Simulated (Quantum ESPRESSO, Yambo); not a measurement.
# Diamond (Fd-3m, 2 atoms a cell): G0W0 on several meshes in Yambo, part 2 of 2

Aim: the GW shift of Diamond (Fd-3m, 2 atoms a cell) against the k mesh.

Quantum ESPRESSO 7.5 and Yambo 5.3.0; PBE and many-body steps on it, plane waves. Known limits of the many-body steps: not at the basis limit; coarse k mesh.

So far. Step 4 (8×8×8): The gap on the mesh goes from 4.19 eV to 5.39 eV, a correction of +1.20 eV. Step 5 (Empty states on the mesh, 6×6×6 mesh, 33 bands): On this mesh the gap is 4.207 eV.

## 7. 6×6×6

This step: G0W0 on PBE, plane waves, norm-conserving pseudopotentials.

The input, gw11.in:

```
HF_and_locXC
gw0
dyson
ppa
em1d
rim_cut
RandQpts= 1000000
RandGvec= 1 RL
EXXRLvcs= 74 Ry
VXCRLvcs= 296 Ry
Chimod= "HARTREE"
% BndsRnXp
 1 | 33 |
%
NGsBlkXp= 10.5 Ry
% LongDrXp
 1 | 1 | 1 |
%
% GbndRnge
 1 | 33 |
%
DysSolver= "n"
ExtendOut
PPAPntXp= 27.21138 eV
% QPkrange
 1 | 1 | 3 | 6 |
 10 | 10 | 3 | 6 |
%
```

On the command line:

```
$ OMP_NUM_THREADS=1 mpirun -n 4 yambo -F gw11.in -J gw11 -C gw11 > gw11.log
```

Log:

```text
 Yambo, version 5.3.0

 [02] CORE Variables Setup
 =========================

  [... cell, symmetries and grids as in the set-up ...]

  [02.05] Energies & Occupations
  ==============================

  [X] === General ===
  [X] Electronic Temperature                        :  0.000000  0.000000 [eV K]
  [X] Bosonic    Temperature                        :  0.000000  0.000000 [eV K]
  [X] Finite Temperature mode                       : no
  [X] El. density                                   :  0.70524E+24 [cm-3]
  [X] Fermi Level                                   :  13.35851 [eV]

  [X] === Gaps and Widths ===
  [X] Conduction Band Min                           :  4.207157 [eV]
  [X] Valence Band Max                              :  0.000000 [eV]
  [X] Filled Bands                                  :   4
  [X] Empty Bands                                   :    5   33
  [X] Direct Gap                                    :  5.625541 [eV]
  [X] Direct Gap localized at k                     :  1
  [X] Indirect Gap                                  :  4.207157 [eV]
  [X] Indirect Gap between kpts                     :   1  10
  [X] Last valence band width                       :  7.820920 [eV]
  [X] 1st conduction band width                     :  4.646056 [eV]

 [03] Transferred momenta grid and indexing
 ==========================================

 IBZ Q-points                                      :  16
 BZ  Q-points                                      :  216

 K/Q-points units:
 rlu = crystal or reduced units; cc = cartesian coordinates; iku = interal k-units

 Q [ 1]         [rlu]:  0.000000  0.000000  0.000000
 Q [ 2]         [rlu]:  0.39018E-17  0.39018E-17  0.16667
 Q [ 3]         [rlu]:  0.78036E-17  0.78036E-17  0.33333
[...]
NLCC RL compoments                               :   6615
  PP Number of Atomic Species                      :  1
  NLCC RL compoments                               :   6615

 [xc] E_xc :  -3.558879 [Ha]
      E_xc :  -7.117758 [Ry]

  Local XC kind (lXC) : Perdew, Burke & Ernzerhof(X)+Perdew, Burke & Ernzerhof(C)
  Non-Local XC kind (nlXC) : Hartree-Fock

  Corrections @ K [1] :  [eV]
 <3|nlXC|3> = -19.24098 -0.58259E-17 <3|lXC|3> = -16.96356 -0.75527E-15
 <4|nlXC|4> = -19.24097  0.14874E-16 <4|lXC|4> = -16.96356 -0.94408E-16
 <5|nlXC|5> = -9.555606 -0.14274E-17 <5|lXC|5> = -15.64322  0.18882E-15
[...]
Corrections @ K [10] :  [eV]
[...]
<5|nlXC|5> = -8.855406 -0.53619E-18 <5|lXC|5> = -14.28280  0.000000
 <6|nlXC|6> = -7.081379  0.22355E-17 <6|lXC|6> = -13.23071 -0.70806E-16

 [08] Dyson equation: Newton solver
 ==================================

  [08.01] G0W0 (W PPA)
  ====================

  [  GW  ] Bands range     :    1   33
  [GW/PPA] G damping       :  0.100000 [eV]

  QP @ state[ 1 ] K range:  1  1
  QP @ state[ 1 ] b range:   3   6
  QP @ state[ 2 ] K range:  10  10
  QP @ state[ 2 ] b range:   3   6

   Sc/G bands                                       :    1   33
   Sc/G damping                                     :  0.100000 ev
   Sc bands terminator                              : no
   Sx RL components                                 :   893

   QP @ state[ 1 ] K range                          :  1  1
   QP @ state[ 1 ] b range                          :   3   6
   QP @ state[ 2 ] K range                          :  10  10
   QP @ state[ 2 ] b range                          :   3   6
   GF energies kind                                 : Perdew, Burke & Ernzerhof(X)+Perdew, Burke & Ernzerhof(C)
   GF WF`s kind                                     : Perdew, Burke & Ernzerhof(X)+Perdew, Burke & Ernzerhof(C)
   Xs energies kind                                 : Perdew, Burke & Ernzerhof(X)+Perdew, Burke & Ernzerhof(C)
   Xs WF`s kind                                     : Perdew, Burke & Ernzerhof(X)+Perdew, Burke & Ernzerhof(C)

 [11] Game Over & Game summary
```

Wall time 9.9 s (4 MPI ranks of Arm Neoverse V1, shared host); peak memory 1 GiB.

This step gave:

```
G0W0 gap on the points computed              : 5.455 eV
starting gap on the mesh                     : 4.207 eV
k of the valence top                         : 0, 0, 0
k of the conduction bottom                   : 0, 0.3333, 0.3333
least direct G0W0 gap on the computed points : 7.360 eV
Z at the valence top                         : 0.8326
Z at the conduction bottom                   : 0.8416
```

Against G0W0 in Yambo (8×8×8 mesh, 33 bands, screening to 142.9 eV, Godby-Needs plasmon pole), the gap moves by +0.062 eV.

## 8. Empty states on the mesh, 10×10×10 mesh, 33 bands

This step: Quantum ESPRESSO 7.5; DFT, PBE, plane waves, norm-conserving pseudopotentials.

The input, pw.in:

```
&control
  calculation = 'nscf'
  prefix = 'x'
  outdir = 'o'
  pseudo_dir = 'pseudo'
/
&system
  ibrav = 0
  nat = 2
  ntyp = 1
  ecutwfc = 74.0
  nbnd = 33
  force_symmorphic = .true.
/
&electrons
  conv_thr = 1e-9
  electron_maxstep = 80
  diago_full_acc = .true.
  diago_thr_init = 5e-6
/
ATOMIC_SPECIES
  C 12.011 C.upf
CELL_PARAMETERS angstrom
  -0.0000000000 1.7833700000 1.7833700000
  1.7833700000 -0.0000000000 1.7833700000
  1.7833700000 1.7833700000 0.0000000000
ATOMIC_POSITIONS crystal
  C 0.0000000000 0.0000000000 0.0000000000
  C 0.2500000000 0.2500000000 0.2500000000
K_POINTS automatic
  10 10 10 0 0 0
```

On the command line:

```
$ OMP_NUM_THREADS=1 mpirun -n 4 pw.x -nk 4 -in pw.in > pw.out
```

Log:

```text
[banner, memory and clock lines left out]
Program PWSCF v.7.5 starts

     Atomic positions and unit cell read from directory:
     o/x.save/

     Message from routine setup:
     using ibrav=0 with symmetry is DISCOURAGED, use correct ibrav instead

     G-vector sticks info

     bravais-lattice index     =            0
     lattice parameter (alat)  =       4.7660  a.u.
     unit-cell volume          =      76.5510 (a.u.)^3
     number of atoms/cell      =            2
     number of atomic types    =            1
     number of electrons       =         8.00
[...]
60.6130  60.6130  81.5255  81.5255  81.5255  85.7548  85.7548  87.9125
[...]
113.0876

          k = 0.0707 0.0707-0.0707 (   845 PWs)   bands (ev):

[...]
112.9787

          k = 0.1414 0.1414-0.1414 (   833 PWs)   bands (ev):

[...]
57.8590  57.9057  74.0068  74.0068  83.9598  83.9598  84.9432  88.8775
    89.1874  89.3283  89.3283  96.4327 100.5338 100.5338 104.4450 104.4450
   108.7207

          k = 0.2121 0.2121-0.2121 (   827 PWs)   bands (ev):

     [... further k-points ...]

     highest occupied, lowest unoccupied level (ev):    13.3585   17.5877

     XML data file, pseudopotentials, collected wavefunctions
```

Wall time 2.7 s (4 MPI ranks); peak memory 0.17 GiB.

This step gave:

```
gap                                                           : 4.229 eV
k of the valence top                                          : 0, 0, 0
k of the conduction bottom                                    : 0, 0.4, 0.4
least direct gap                                              : 5.626 eV
k points computed                                             : 47
lowest point of the top converged band, above the valence top : 87.0312 eV
```

On this mesh the gap is 4.229 eV.

## 9. Conversion and set-up

This step: Yambo 5.3.0; conversion and set-up on PBE, plane waves, norm-conserving pseudopotentials.

On the command line:

```
$ (cd o/x.save; p2y > p2y.log; mv SAVE ../..); yambo > setup.log
```

Log:

```text
 Yambo, version 5.3.0

 [02] CORE Variables Setup
 =========================

  [02.01] Unit cells
  ==================

  Cell kind             :  FCC
  Atoms in the cell     :  C
  number of C  atoms    :  2

  List of atomic masses
  Mass of C     :  12.01100

  List of atomic coordinates    : [cc]
  C1       :  0.000000  0.000000  0.000000  order 1
  C2       :  1.685040  1.685040  1.685040  order 2

  Alat factors          :  3.370081  3.370081  3.370081 [a.u.]
  Direct lattice volume :  76.55102 [a.u.]
  Direct lattice vectors:  A[ 1 ]  A[ 2 ]  A[ 3 ]
[...]
Q [ 1]         [rlu]:  0.000000  0.000000  0.000000
 Q [ 2]         [rlu]: -0.96442E-17 -0.96442E-17  0.10000
 Q [ 3]         [rlu]: -0.20298E-16 -0.20298E-16  0.20000
[...]
Q [ 8]         [rlu]: -0.91396E-17  0.10000      0.20000
 Q [ 9]         [rlu]: -0.13734E-17  0.10000      0.30000
 Q [10]         [rlu]:  0.35031E-16  0.10000      0.40000
     [... 35 further rows ...]
 Q [46]         [rlu]:  0.200000  0.400000 -0.300000
 Q [47]         [rlu]:  0.200000 -0.500000 -0.300000

  [03.01] X indexes
  =================

   [03.01.01] Sigma indexes
   ========================

 [06] Game Over & Game summary
```

Wall time 2 s (1 MPI rank); peak memory 0.24 GiB.

## 10. 10×10×10

This step: G0W0 on PBE, plane waves, norm-conserving pseudopotentials.

gw12.in, as its differences from gw11.in of step 7:

```diff
@@ -26,3 +26,3 @@
  1 | 1 | 3 | 6 |
- 10 | 10 | 3 | 6 |
+ 28 | 28 | 3 | 6 |
 %
```

On the command line:

```
$ OMP_NUM_THREADS=1 mpirun -n 4 yambo -F gw12.in -J gw12 -C gw12 > gw12.log
```

Log:

```text
 Yambo, version 5.3.0

 [02] CORE Variables Setup
 =========================

  [... cell, symmetries and grids as in the set-up ...]

  [02.05] Energies & Occupations
  ==============================

  [X] === General ===
  [X] Electronic Temperature                        :  0.000000  0.000000 [eV K]
  [X] Bosonic    Temperature                        :  0.000000  0.000000 [eV K]
  [X] Finite Temperature mode                       : no
  [X] El. density                                   :  0.70524E+24 [cm-3]
[...]
QP @ state[ 1 ] b range                          :   3   6
   QP @ state[ 2 ] K range                          :  28  28
   QP @ state[ 2 ] b range                          :   3   6
   GF energies kind                                 : Perdew, Burke & Ernzerhof(X)+Perdew, Burke & Ernzerhof(C)
   GF WF`s kind                                     : Perdew, Burke & Ernzerhof(X)+Perdew, Burke & Ernzerhof(C)
   Xs energies kind                                 : Perdew, Burke & Ernzerhof(X)+Perdew, Burke & Ernzerhof(C)
   Xs WF`s kind                                     : Perdew, Burke & Ernzerhof(X)+Perdew, Burke & Ernzerhof(C)

 [11] Game Over & Game summary
```

It took 83 s on 4 MPI ranks; peak memory 1.3 GiB; 5.4 min of CPU time.

This step gave:

| Quantity | Value |
| --- | --- |
| G0W0 gap on the points computed | 5.411 eV |
| starting gap on the mesh | 4.229 eV |
| k of the valence top | 0, 0, 0 |
| k of the conduction bottom | 0, 0.4, 0.4 |
| least direct G0W0 gap on the computed points | 7.358 eV |

Against G0W0 in Yambo (8×8×8 mesh, 33 bands, screening to 142.9 eV, Godby-Needs plasmon pole), the gap moves by +0.018 eV.

## 11. The runs together

Times are wall times on 4 MPI ranks of Arm Neoverse V1, shared host, good to a factor of about two.

```csv
run,mesh,bands,screening cutoff (eV),DFT gap (eV),gap on the mesh (eV),direct (eV),time
8×8×8,8×8×8,33,142.9,4.190,5.393,7.358,29 s
6×6×6,6×6×6,33,142.9,4.207,5.455,7.360,9.9 s
10×10×10,10×10×10,33,142.9,4.229,5.411,7.358,83 s
```

## 12. Results

```json
{"8×8×8": "5.393 eV", "6×6×6": "5.455 eV", "10×10×10": "5.411 eV", "known limits": "not at the basis limit; coarse k mesh"}
```

What this shows: 6×6×6: +0.062 eV against 8×8×8, +0.017 eV of it in the start. 10×10×10: +0.018 eV against 8×8×8, +0.039 eV of it in the start. Bands and cutoff are finite, so the gap is not at the basis limit. The miss can reach some tenths of an eV and take either sign; the mesh is an error of its own. In the G0W0 runs levels were corrected at 2 k points alone, so a gap called «on the mesh» is the least over those, and an edge elsewhere would be missed.

[Paths, hosts, dates, memory and timing lines, banners, echoed tables and standing remarks are left out of the program output.]

[Logs are printed without paths, hosts, clocks, repeated set-up lines and the standing remarks that a program may print on its own settings, such as how far it seeks lower states.]

[Runs of the session that timed out or met a known fault of the program may be left out.]

[Hosts, paths, dates, database ids (printed as entryN), source tags and the programs' standing remarks are cut or masked in the printed files.]
